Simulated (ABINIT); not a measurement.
Computed results, one entry a study.

### Quasiparticle gap of SrTiO3 (Tausonite) in ABINIT

The structure is cubic, space group Pm-3m (No. 221). The conventional cell has a = 3.905 Å, b = 3.905 Å, c = 3.905 Å, α = 90.00°, β = 90.00°, γ = 90.00°. Nearest to Sr lie 12 O at 2.76 Å. Ti has 6 O at 1.95 Å nearest. O has 2 Ti at 1.95 Å and 4 Sr at 2.76 Å nearest. Farther neighbours, and contacts between anions beyond the nearest, are not listed.

```
Sr Ti O
1.0
     3.90528    0.00000    0.00000
     0.00000    3.90528    0.00000
     0.00000    0.00000    3.90528
Sr Ti O
1 1 3
Direct
  0.50000 0.50000 0.50000
  0.00000 0.00000 0.00000
  0.50000 0.00000 0.00000
  0.00000 0.50000 0.00000
  0.00000 0.00000 0.50000
```

- method: RPA screening on PBE, plane waves, norm-conserving pseudopotentials (and 2 further levels or steps)
- program: ABINIT 10.8.3
- settings: cutoff 38 Ha, PseudoDojo scalar-relativistic 0.4.1 standard, norm-conserving, potential set dojo-sr-pbe-0.4.1-standard, ngkpt (4, 4, 4), nband 90, ecuteps 4.8 Ha, inclvkb 2, shiftk (0, 0, 0), symchi 1, awtr 1, frequency ppm, 4×4×4 k-mesh
- cost: 4 runs, 72 s in all on 8 MPI ranks of Arm Neoverse V2, shared host
- notes: The program’s warnings: nkpt*nsppol () is not a multiple of nproc spkpt (). The cell and positions come from the Crystallography Open Database and are kept as given unless a step says otherwise. Limits: no spin-orbit coupling. The 4×4×4 mesh is coarse for this cell, which bears on the long-range parts of exchange and screening.
- PBE gap: 1.91 eV, indirect
- G0W0 gap on the mesh: 3.53 eV
- GW settings: 4×4×4 mesh, 90 bands, screening to 130.6 eV, Godby-Needs plasmon pole
- known limits: short of the basis limit; no spin-orbit coupling; coarse k mesh

G0W0 moves the gap on the mesh from 1.91 eV to 3.53 eV (+1.62 eV), with Z of 0.77 and 0.78 at the edges. Local fields lower the RPA ε∞ on this mesh from 6.76 to 6.40; a Γ-centred mesh this coarse tends to raise both, most where the direct gap is narrow, while a short band sum lowers them.

[Long decimals in the printed logs are rounded to 6 places.]

[Logs are printed without paths, hosts, clocks, repeated set-up lines and the standing remarks that a program may print on its own settings, such as how far it seeks lower states.]

[Paths, hosts, dates, memory and timing lines, banners, echoed tables and standing remarks are left out of the program output; an Ansatz launch command may be rebuilt from the run's recorded settings. Measured values are a selection of at most five: reports struck by readers or far from the other reports are left out. None is set beside runs whose start may be inverted or whose files or cutoffs have a known fault.]

[Runs of the session that timed out or met a known fault of the program may be left out.]

[Hosts, paths, dates, database ids (printed as entryN), source tags and the programs' standing remarks are cut or masked in the printed files.]

[G0W0 gaps are taken among the corrected bands and points alone; a level outside them can change the order at an edge.]

[Where Ansatz stands beside ABINIT at settings called matched, ABINIT's density can come from a denser mesh and the files from another edition; pairs whose starting gaps differed by over 0.03 eV were left out, so agreement reads better than it is.]
